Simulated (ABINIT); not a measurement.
An input for ABINIT 10.8.3 (BN (P6_3/mmc)):

```
acell 3*1.0 Angstrom
rprim 
  2.503989999987 0.000000000003 0.000000000000
  -1.251994999996 2.168518950810 0.000000000000
  0.000000000000 0.000000000000 6.661200000000
ntypat 2
znucl 5 7
natom 4
typat 1 1 2 2
xred 
  0.333333333333 0.666666666667 0.250000000000
  0.666666666667 0.333333333333 0.750000000000
  0.333333333333 0.666666666667 0.750000000000
  0.666666666667 0.333333333333 0.250000000000
pp_dirpath "pseudos"
pseudos "B.upf, N.upf"
ecut 36
ngkpt 6 6 2
nshiftk 1
shiftk 0 0 0
kptopt 1
chksymbreak 0
istwfk *1
occopt 1
irdwfk 1
optdriver 4
nband 66
gwcalctyp 28
ecutsigx 36
symsigma 0
nkptgw 14
kptgw 
  0.0000000000 0.0000000000 0.0000000000
  0.1666666667 0.0000000000 0.0000000000
  0.3333333333 0.0000000000 0.0000000000
  0.5000000000 0.0000000000 0.0000000000
  0.1666666667 0.1666666667 0.0000000000
  0.3333333333 0.1666666667 0.0000000000
  0.3333333333 0.3333333333 0.0000000000
  0.0000000000 0.0000000000 0.5000000000
  0.1666666667 0.0000000000 0.5000000000
  0.3333333333 0.0000000000 0.5000000000
  0.5000000000 0.0000000000 0.5000000000
  0.1666666667 0.1666666667 0.5000000000
  0.3333333333 0.1666666667 0.5000000000
  0.3333333333 0.3333333333 0.5000000000
bdgw 
  1 14
  1 14
  1 14
  1 14
  1 14
  1 14
  1 14
  1 14
  1 14
  1 14
  1 14
  1 14
  1 14
  1 14
ecuteps 5
irdscr 1
ppmodel 1
irdqps 1
indata_prefix "in"
outdata_prefix "out"
tmpdata_prefix "tmp"
```

```sh
OMP_NUM_THREADS=1 mpirun -n 8 abinit run.abi > log
```

Q: Estimate wall time and host memory on 8 MPI ranks of Arm Neoverse V2, shared host.

It took 49 s; on shared hardware allow 25 s to 99 s. Peak host memory was 2.0 GiB.

[Paths, hosts, dates, memory and timing lines, banners, echoed tables and standing remarks are left out of the program output.]

[Logs are printed without paths, hosts, clocks, repeated set-up lines and the standing remarks that a program may print on its own settings, such as how far it seeks lower states.]

[Runs of the session that timed out or met a known fault of the program may be left out.]

[Hosts, paths, dates, database ids (printed as entryN), source tags and the programs' standing remarks are cut or masked in the printed files.]

[G0W0 gaps are taken among the corrected bands and points alone; a level outside them can change the order at an edge.]

[Where Ansatz stands beside ABINIT at settings called matched, ABINIT's density can come from a denser mesh and the files from another edition; pairs whose starting gaps differed by over 0.03 eV were left out, so agreement reads better than it is.]
